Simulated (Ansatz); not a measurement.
## Cl on Ag(111): change of the work function

How does Cl on the fcc site change the work function of Ag(111) as the layer fills?

Program: Ansatz 0.2.0. Level of theory: plane-wave DFT, PBE, Ansatz PAW. Results are calculated unless marked as measured.

## (1) Set-up

The cell holds 4 atoms: 4 Ag. Its edges and angles: a = 2.892 Å, b = 2.892 Å, c = 25.084 Å, α = 90.0°, β = 90.0°, γ = 60.0°. Vacuum lies along c.

## (2) The clean slab

The bare slab comes first, as the zero from which every change is counted. The two lowest layers are held at bulk places and the upper ones relax. The dipole correction removes the false field that a one-sided slab makes across the periodic vacuum, so each face gets a flat vacuum level of its own.

Input file input.yaml:

```yaml
crystal:
  lattice:
    - [2.8920667351, 0.0, 0.0]
    - [1.4460333675, 2.504603262, 0.0]
    - [0.0, 0.0, 25.084087803]
  atoms:
    - { symbol: Ag, position: [0.0, 0.0, 0.3587931947] }
    - { symbol: Ag, position: [0.3333333333, 0.3333333333, 0.4529310649] }
    - { symbol: Ag, position: [0.6666666667, 0.6666666667, 0.5470689351] }
    - { symbol: Ag, position: [0.0, 0.0, 0.6412068053] }
kpoints:
  mp_grid: { grid: [12, 12, 1] }
hamiltonian:
  xc: pbe
scf:
  occupations: { method: fermi_dirac, width: 0.1 }
  convergence: { dr2_threshold: 1.0e-08 }
efield:
  axis: 3
  dipole_correction: true
  ramp_position: 0.97
  ramp_width: 0.06
relax:
  f_tol: 0.02
  max_steps: 60
  constraints: [{ sites: [0, 1] }]
output:
  write_potential: true
  write_density: true
  volumetric_format: npy
```

On the command line:

```bash
> ansatz run input.yaml --threads 4 --pin off --max-ram 6144MiB --backend cpu --events-out ev --progress --plain --runs-dir out
```

Numbers of over 12 decimals in the logs are rounded to 6 here.

Output:

```text
Engine: ansatz 0.2.0, aarch64-unknown-linux-gnu
Pseudopotentials: kind: paw
Pseudopotential: Ag, paw, valence charge 19, recommended cutoff 420 eV (normal), Ag.paw.azcp
Functional definition: PBE
  parameter kappa = 0.804
  parameter beta = 0.066725
  exchange = pbe_x(kappa = kappa, mu = beta*pi^2/3)
  correlation = pbe_c(beta = beta)
Crystal: 4 atoms, lattice volume = 181.696 Å³
Basis set: ecut = 420 eV, 3551 PW (Γ), exchange–correlation on 40×40×360 points (8 copies of the dense FFT grid, shifted against one another)
Bands: 46, of which v1, the nominal top of the filled ones, is band 38 counted from 1 (37 counted from 0)
Symmetry: 6 space group operations
k-points: 19 of 144 (time reversal used)
Non-local potential: Ag, projectors of the file, l = 0: 3, l = 1: 2, l = 2: 2, l = 3: 1
PAW form: soft (Blöchl's): semilocal exchange-correlation on the pseudo side does not see the compensation charge
PAW one-centre angular grid: Ag, 590 points (default); XC on 64 Gauss nodes
Initial density: superposition of atomic densities (neutral atoms: chi_scale 0, normalization atom), corrected by the library's trained network
Initial wavefunctions: pseudopotential atomic-orbital guess
Functional: x = pbe(κ = 0.804, μ = 0.219515), c = pbe(β = 0.066725)
SCF iter   1: F=—  HF=-30361.536039 eV  |F-HF|=—  |Δ(HF+E_count)|=         —  Δρ=1.43e-3  dr2=2.13e-2  ethr=1.77e-3  p=0.000 e·Å  D=4.57e-14 V/Å  ΔV_dip=-0.00 eV  dr2_dipole=1.51e-9  V_vac-E_F(+/−)=4.39/4.39 eV  ⟨swp⟩=7.4  Hψ=3672  notcnv=0  defer=12
efield: sawtooth ramp at fractional position 0.9700 (set: `efield.ramp_position`, or a place that a band, a saddle search or an elastic batch's reference lends), width 0.0600; the density the first Hamiltonian is built on has a dipole p = 0.000 e·Å; the dipole correction subtracts the counter field D = 4.57e-14 V/Å, which shifts the + side's vacuum level by -0.00 eV against the − side's; the planar-averaged density in the ramp window peaks in size at 3.3e-6 e/Å³
preconditioner: auto → LDOS  [metal: Δε(μ)=0.132 eV  Ē_g=9.346 eV  σ=0.100 eV  W_gap=0.32  n_scr=18 (ndim 8)  ℏωp=18.3 eV  f_vac=0.583  D(μ)=0.82/eV (n_scr^D=6)  β→1.0]
SCF iter   2: F=—  HF=-30361.540494 eV  |F-HF|=—  |Δ(HF+E_count)|=   4.46e-3  Δρ=1.71e-3  dr2=1.09e-2  ethr=2.80e-5  p=-0.000 e·Å  D=-9.70e-6 V/Å  ΔV_dip=0.00 eV  dr2_dipole=2.60e-10  V_vac-E_F(+/−)=4.43/4.43 eV  ⟨swp⟩=2.2  Hψ=1740  notcnv=0  defer=25
SCF iter   3: F=—  HF=-30361.538916 eV  |F-HF|=—  |Δ(HF+E_count)|=   1.58e-3  Δρ=5.15e-4  dr2=3.95e-4  ethr=1.43e-5  p=-0.000 e·Å  D=-2.40e-6 V/Å  ΔV_dip=0.00 eV  dr2_dipole=6.36e-10  V_vac-E_F(+/−)=4.45/4.45 eV  ⟨swp⟩=2.0  Hψ=1312  notcnv=0  defer=25
SCF iter   4: F=—  HF=-30361.538833 eV  |F-HF|=—  |Δ(HF+E_count)|=   8.26e-5  Δρ=7.08e-5  dr2=1.22e-5  ethr=5.20e-7  p=-0.000 e·Å  D=-1.66e-6 V/Å  ΔV_dip=0.00 eV  dr2_dipole=2.09e-10  V_vac-E_F(+/−)=4.45/4.45 eV  ⟨swp⟩=3.2  Hψ=1672  notcnv=0  defer=25
SCF iter   5: F=—  HF=-30361.538818 eV  |F-HF|=—  |Δ(HF+E_count)|=   1.50e-5  Δρ=2.65e-5  dr2=1.77e-6  ethr=1.60e-8  p=-0.000 e·Å  D=-4.26e-8 V/Å  ΔV_dip=0.00 eV  dr2_dipole=2.43e-12  V_vac-E_F(+/−)=4.45/4.45 eV  ⟨swp⟩=2.6  Hψ=1527  notcnv=0  defer=25
SCF iter   6: F=—  HF=-30361.538866 eV  |F-HF|=—  |Δ(HF+E_count)|=   4.84e-5  Δρ=9.20e-6  dr2=1.40e-7  ethr=2.33e-9  p=0.000 e·Å  D=9.11e-8 V/Å  ΔV_dip=-0.00 eV  dr2_dipole=3.10e-13  V_vac-E_F(+/−)=4.46/4.46 eV  ⟨swp⟩=2.1  Hψ=1220  notcnv=0  defer=25
SCF iter   7: F=—  HF=-30361.538866 eV  |F-HF|=—  |Δ(HF+E_count)|=   3.56e-8  Δρ=3.14e-6  dr2=2.09e-8  ethr=1.84e-10  p=0.000 e·Å  D=3.63e-8 V/Å  ΔV_dip=-0.00 eV  dr2_dipole=4.86e-13  V_vac-E_F(+/−)=4.46/4.46 eV  ⟨swp⟩=2.4  Hψ=1593  notcnv=0  defer=25
SCF iter   8: F=-30361.538866 eV  HF=-30361.538866 eV  |F-HF|=2.70e-9  |Δ(HF+E_count)|=   5.37e-9  Δρ=6.78e-7  dr2=5.63e-10  ethr=1.32e-11  p=-0.000 e·Å  D=-3.59e-9 V/Å  ΔV_dip=0.00 eV  dr2_dipole=3.26e-14  V_vac-E_F(+/−)=4.46/4.46 eV  ⟨swp⟩=8.7  Hψ=5215  notcnv=0
SCF 1 converged in 8 iterations: F = -30361.538866 eV  dr2 = 5.63e-10
  greatest PAW one-centre occupation: 1.000 electrons in one spin orbital (limit 2), on the Ag atom at site 1 (counted from 0), in its partial waves of l = 0
relax step   1: F+E_penalty+E_count = -30361.53886649 eV  Δ(F+E_penalty+E_count) = +0.000e0 eV  max|allowed force component| = 1.394e-1 eV/Å  Δτ_max = 0.0000 Å  (8 SCF iters, accepted)
Initial density: handed on by an earlier stage of this run
Initial wavefunctions: those handed on with the density
iter 1 solved again at ethr=1.65e-5 eV; its pass at ethr=3.10e-3 eV (dr2=1.25e-2 eV) is discarded
SCF iter   1: F=—  HF=-30361.545693 eV  |F-HF|=—  |Δ(HF+E_count)|=         —  Δρ=2.56e-3  dr2=1.12e-2  ethr=1.65e-5  p=-0.000 e·Å  D=-2.39e-8 V/Å  ΔV_dip=0.00 eV  dr2_dipole=8.08e-5  V_vac-E_F(+/−)=4.45/4.45 eV  ⟨swp⟩=2.0  Hψ=3443  notcnv=0  defer=33
efield: sawtooth ramp at fractional position 0.9700 (set: `efield.ramp_position`, or a place that a band, a saddle search or an elastic batch's reference lends), width 0.0600; the density the first Hamiltonian is built on has a dipole p = -0.000 e·Å; the dipole correction subtracts the counter field D = -2.39e-8 V/Å, which shifts the + side's vacuum level by +0.00 eV against the − side's; the planar-averaged density in the ramp window peaks in size at 6.5e-7 e/Å³
preconditioner: auto → LDOS  [metal: Δε(μ)=0.209 eV  Ē_g=9.267 eV  σ=0.100 eV  W_gap=0.48  n_scr=18 (ndim 8)  ℏωp=18.3 eV  f_vac=0.579  D(μ)=0.92/eV (n_scr^D=6)  β→1.0]
SCF iter   2: F=—  HF=-30361.545710 eV  |F-HF|=—  |Δ(HF+E_count)|=   1.70e-5  Δρ=2.20e-3  dr2=1.62e-2  ethr=1.47e-5  p=0.001 e·Å  D=1.26e-3 V/Å  ΔV_dip=-0.03 eV  dr2_dipole=1.53e-3  V_vac-E_F(+/−)=4.40/4.43 eV  ⟨swp⟩=2.1  Hψ=1485  notcnv=0  defer=33
SCF iter   3: F=—  HF=-30361.542220 eV  |F-HF|=—  |Δ(HF+E_count)|=   3.49e-3  Δρ=4.16e-4  dr2=3.20e-4  ethr=1.47e-5  p=-0.002 e·Å  D=-1.87e-3 V/Å  ΔV_dip=0.05 eV  dr2_dipole=4.02e-5  V_vac-E_F(+/−)=4.49/4.44 eV  ⟨swp⟩=2.0  Hψ=1399  notcnv=0  defer=33
SCF iter   4: F=—  HF=-30361.542196 eV  |F-HF|=—  |Δ(HF+E_count)|=   2.40e-5  Δρ=2.30e-4  dr2=1.11e-4  ethr=4.21e-7  p=-0.001 e·Å  D=-1.01e-3 V/Å  ΔV_dip=0.03 eV  dr2_dipole=2.24e-7  V_vac-E_F(+/−)=4.47/4.44 eV  ⟨swp⟩=2.2  Hψ=1528  notcnv=0  defer=33
SCF iter   5: F=—  HF=-30361.542168 eV  |F-HF|=—  |Δ(HF+E_count)|=   2.84e-5  Δρ=3.25e-5  dr2=3.43e-6  ethr=1.46e-7  p=-0.001 e·Å  D=-1.14e-3 V/Å  ΔV_dip=0.03 eV  dr2_dipole=7.57e-7  V_vac-E_F(+/−)=4.47/4.44 eV  ⟨swp⟩=2.0  Hψ=1327  notcnv=0  defer=33
SCF iter   6: F=—  HF=-30361.542212 eV  |F-HF|=—  |Δ(HF+E_count)|=   4.44e-5  Δρ=1.26e-5  dr2=3.00e-7  ethr=4.51e-9  p=-0.001 e·Å  D=-1.17e-3 V/Å  ΔV_dip=0.03 eV  dr2_dipole=8.95e-9  V_vac-E_F(+/−)=4.47/4.44 eV  ⟨swp⟩=2.0  Hψ=1297  notcnv=0  defer=33
SCF iter   7: F=—  HF=-30361.542212 eV  |F-HF|=—  |Δ(HF+E_count)|=   9.42e-8  Δρ=3.85e-6  dr2=3.53e-8  ethr=3.94e-10  p=-0.001 e·Å  D=-1.17e-3 V/Å  ΔV_dip=0.03 eV  dr2_dipole=3.57e-12  V_vac-E_F(+/−)=4.47/4.44 eV  ⟨swp⟩=2.0  Hψ=1501  notcnv=0  defer=33
SCF iter   8: F=-30361.542212 eV  HF=-30361.542212 eV  |F-HF|=3.05e-9  |Δ(HF+E_count)|=   2.53e-8  Δρ=8.96e-7  dr2=1.20e-9  ethr=1.32e-11  p=-0.001 e·Å  D=-1.16e-3 V/Å  ΔV_dip=0.03 eV  dr2_dipole=2.29e-11  V_vac-E_F(+/−)=4.47/4.44 eV  ⟨swp⟩=9.0  Hψ=5321  notcnv=0
SCF 2 converged in 8 iterations: F = -30361.542212 eV  dr2 = 1.20e-9
relax step   2: F+E_penalty+E_count = -30361.54221216 eV  Δ(F+E_penalty+E_count) = -3.346e-3 eV  max|allowed force component| = 5.879e-2 eV/Å  Δτ_max = 0.1208 Å  (8 SCF iters, accepted)
SCF iter   1: F=—  HF=-30361.543977 eV  |F-HF|=—  |Δ(HF+E_count)|=         —  Δρ=9.71e-4  dr2=1.77e-3  ethr=2.01e-5  p=-0.001 e·Å  D=-1.16e-3 V/Å  ΔV_dip=0.03 eV  dr2_dipole=5.25e-5  V_vac-E_F(+/−)=4.48/4.45 eV  ⟨swp⟩=3.8  Hψ=2048  notcnv=0  defer=33
efield: sawtooth ramp at fractional position 0.9700 (set: `efield.ramp_position`, or a place that a band, a saddle search or an elastic batch's reference lends), width 0.0600; the density the first Hamiltonian is built on has a dipole p = -0.001 e·Å; the dipole correction subtracts the counter field D = -1.16e-3 V/Å, which shifts the + side's vacuum level by +0.03 eV against the − side's; the planar-averaged density in the ramp window peaks in size at 7.8e-7 e/Å³
preconditioner: auto → LDOS  [metal: Δε(μ)=0.206 eV  Ē_g=9.288 eV  σ=0.100 eV  W_gap=0.47  n_scr=18 (ndim 8)  ℏωp=18.3 eV  f_vac=0.581  D(μ)=0.89/eV (n_scr^D=6)  β→1.0]
SCF iter   2: F=—  HF=-30361.544031 eV  |F-HF|=—  |Δ(HF+E_count)|=   5.33e-5  Δρ=9.28e-4  dr2=2.53e-3  ethr=2.33e-6  p=-0.002 e·Å  D=-1.70e-3 V/Å  ΔV_dip=0.04 eV  dr2_dipole=3.84e-5  V_vac-E_F(+/−)=4.50/4.46 eV  ⟨swp⟩=2.7  Hψ=1897  notcnv=0  defer=33
SCF iter   3: F=—  HF=-30361.543457 eV  |F-HF|=—  |Δ(HF+E_count)|=   5.73e-4  Δρ=1.90e-4  dr2=6.10e-5  ethr=2.33e-6  p=-0.001 e·Å  D=-6.14e-4 V/Å  ΔV_dip=0.02 eV  dr2_dipole=4.87e-6  V_vac-E_F(+/−)=4.47/4.45 eV  ⟨swp⟩=2.0  Hψ=1396  notcnv=0  defer=33
SCF iter   4: F=—  HF=-30361.543444 eV  |F-HF|=—  |Δ(HF+E_count)|=   1.35e-5  Δρ=8.92e-5  dr2=1.40e-5  ethr=8.03e-8  p=-0.001 e·Å  D=-8.67e-4 V/Å  ΔV_dip=0.02 eV  dr2_dipole=8.57e-9  V_vac-E_F(+/−)=4.47/4.45 eV  ⟨swp⟩=2.5  Hψ=1546  notcnv=0  defer=33
SCF iter   5: F=—  HF=-30361.543441 eV  |F-HF|=—  |Δ(HF+E_count)|=   2.96e-6  Δρ=1.46e-5  dr2=9.74e-7  ethr=1.84e-8  p=-0.001 e·Å  D=-8.27e-4 V/Å  ΔV_dip=0.02 eV  dr2_dipole=2.55e-7  V_vac-E_F(+/−)=4.47/4.45 eV  ⟨swp⟩=2.0  Hψ=1332  notcnv=0  defer=33
SCF iter   6: F=—  HF=-30361.543462 eV  |F-HF|=—  |Δ(HF+E_count)|=   2.13e-5  Δρ=4.76e-6  dr2=6.36e-8  ethr=1.28e-9  p=-0.001 e·Å  D=-8.00e-4 V/Å  ΔV_dip=0.02 eV  dr2_dipole=9.83e-9  V_vac-E_F(+/−)=4.47/4.45 eV  ⟨swp⟩=2.0  Hψ=1200  notcnv=0  defer=33
SCF iter   7: F=—  HF=-30361.543462 eV  |F-HF|=—  |Δ(HF+E_count)|=   2.79e-8  Δρ=1.89e-6  dr2=1.05e-8  ethr=1.32e-11  p=-0.001 e·Å  D=-7.97e-4 V/Å  ΔV_dip=0.02 eV  dr2_dipole=1.56e-11  V_vac-E_F(+/−)=4.47/4.45 eV  ⟨swp⟩=9.1  Hψ=5612  notcnv=0
SCF iter   8: F=-30361.543462 eV  HF=-30361.543462 eV  |F-HF|=1.14e-9  |Δ(HF+E_count)|=   4.16e-9  Δρ=4.66e-7  dr2=2.72e-10  ethr=1.32e-11  p=-0.001 e·Å  D=-7.96e-4 V/Å  ΔV_dip=0.02 eV  dr2_dipole=1.28e-13  V_vac-E_F(+/−)=4.47/4.45 eV  ⟨swp⟩=8.2  Hψ=5047  notcnv=0
SCF 3 converged in 8 iterations: F = -30361.543462 eV  dr2 = 2.72e-10
relax step   3: F+E_penalty+E_count = -30361.54346218 eV  Δ(F+E_penalty+E_count) = -1.250e-3 eV  max|allowed force component| = 3.526e-3 eV/Å  Δτ_max = 0.0437 Å  (8 SCF iters, accepted)
NSCF: frozen V_eff on 19 k-points
the band table was solved once a step of the walk had ended and its energy, with any forces and stress, was formed, with the checks that follow a solve (4634 applications of the Hamiltonian). They found nothing against the state; the energy, forces and stress were not computed again (output.eigenvalues in the input reference)
SCF converged after 8 iterations
Free energy (F): -30361.543462 eV
Harris-Foulkes:  -30361.543462 eV  (|F-HF|=1.14e-9)
Internal energy: -30361.511446 eV  (E = F + TS)
E sigma→0 (E₀):  -30361.527454 eV
Entropy (-TS):   -0.032016 eV (-8.004 meV/atom)
Fermi energy:    3.774940 eV
Dipole field:    D = -0.000797 V/Å  (p = -0.000800 e·Å, saw-weighted, corrected)
Work function:   Φ+ = 4.4694 eV   Φ− = 4.4494 eV
Levels:          The Fermi level and band energies are counted from a zero that moves with the ramp; work functions are not
--- Per-component energies (eV) ---
  E_band       = -1960.547772
  E_kinetic    = 2109.099074
  E_local      = -128020.276721  (includes V_loc(G=0)·N_el)
  E_nonlocal   = 320.756909
  E_hartree    = 63107.808712
  E_xc         = -738.272181
  E_vxc        = -937.843934  (∫ρ·V_xc dr)
  E_paw        = -15609.056264  (= ΣΔE_a)
  E_vpaw       = -1647.903651  (= ΣTr[D̂ρ^β])
  E_aug_tail   = 0.001306  (compensation charges beyond the density's cutoff)
  E_efield     = 0.000000  (sawtooth field / dipole correction)
  E_vefield    = 0.001582  (∫n·V_field dr)
  E_ewald      = 48468.427718
  E_smearing   = -0.032016  (= −TS)
  E_closure    = -0.000000  (closes the sum)
  Σ components = -30361.543462   (vs F -30361.543462, Δ=0.00e0)
--- Forces (eV/Å), atoms counted from 1 ---
  atom   1  Ag    -0.00000000     0.00000000    -0.13252267
  atom   2  Ag     0.00000000    -0.00000000     0.12981901
  atom   3  Ag    -0.00000000    -0.00000000     0.00352623
  atom   4  Ag    -0.00000000     0.00000000    -0.00082127
  max |Σ_I F_I| component: 1.31e-6 eV/Å
--- Band table (eV; the first three rows and the last of 19) ---
  k-point 0: bands = [... 34 lower, 0.3804, 0.4880, 0.4880, 0.7234, 0.7234, 2.7357, 3.9494, 7.7601, ... 4 higher]
  k-point 1: bands = [... 34 lower, 0.3192, 0.4035, 0.4876, 0.7293, 1.0045, 3.0032, 4.3438, 7.8970, ... 4 higher]
  k-point 2: bands = [... 34 lower, 0.1786, 0.4121, 0.4831, 0.7430, 1.5725, 3.6517, 5.3129, 8.3086, ... 4 higher]
  k-point 18: bands = [... 34 lower, 0.6631, 0.6714, 7.1502, 7.3285, 7.3357, 8.0731, 8.0825, 8.4313, ... 4 higher]
--- Relaxed structure (3 steps of the walk, 3 accepted, 0 SCFs on fresh bases) ---
  F+E_penalty+E_count = -30361.54346218 eV   max|allowed force component| = 3.526e-3 eV/Å
  atoms:
    - { symbol: Ag, position: [0.0, 0.0, 0.3587931947] }
    - { symbol: Ag, position: [0.333333, 0.333333, 0.452931] }
    - { symbol: Ag, position: [0.666667, 0.666667, 0.548158] }
    - { symbol: Ag, position: [2.5445411143007138e-18, -1.1400014308197316e-18, 0.644283] }
```

The job ended after 18 s (4 threads of Arm Neoverse N1, shared host; peak memory 0.51 GiB).

Relaxation path:

```
step  energy less that of the first step (eV)  largest force component (eV/Å)
   1                                   0.0000                          0.1394
   2                                  -0.0033                          0.0588
   3                                  -0.0046                          0.0035
```

The run keeps the 6 symmetry operations that it works with, so distortions that break them were not tested.

The atoms that moved most (Å):

| atom | dx | dy | dz | length |
| --- | --- | --- | --- | --- |
| Ag4 | 0.000 | 0.000 | 0.077 | 0.077 |
| Ag3 | 0.000 | 0.000 | 0.027 | 0.027 |

This step gave:

```
energy at zero smearing   : -30361.5275 eV
work function, upper face : 4.469 eV
dipole along the normal   : -8.00e-4 e·Å
```

Running mean over 2.361 Å of the planar mean; the ramp of the sawtooth is left out. The electron's electrostatic potential energy less the Fermi level by z:

| z (Å) | electron's electrostatic potential energy less the Fermi level (eV) |
| --- | --- |
| 4 | 4.45 |
| 5 | 4.44 |
| 6 | 4.38 |
| 7 | 3.48 |
| 8 | -2.25 |
| 9 | -5.85 |
| 10 | -6.03 |
| 11 | -6.05 |
| 12 | -5.92 |
| 13 | -5.89 |
| 14 | -5.97 |
| 15 | -5.68 |
| 16 | -5.86 |
| 17 | -3.28 |
| 18 | 2.97 |
| 19 | 4.36 |
| 20 | 4.46 |
| 21 | 4.47 |
| 22 | 4.47 |

The relaxation took 3 steps and lowered the energy by 0.0046 eV; the largest force on the free atoms ends at 0.0035 eV/Å.

The work function of the upper face is 4.47 eV.

(Part 1 of 3 ends here.)

[Logs are printed without paths, hosts, clocks, repeated set-up lines and the standing remarks that a program may print on its own settings, such as how far it seeks lower states.]

[Hosts, paths, dates, database ids (printed as entryN), source tags and the programs' standing remarks are cut or masked in the printed files.]

[Maps of the electrostatic potential energy from Ansatz leave out the sawtooth potential of an applied field or a dipole correction, so their vacuum need not be flat; planar profiles and work functions include it.]
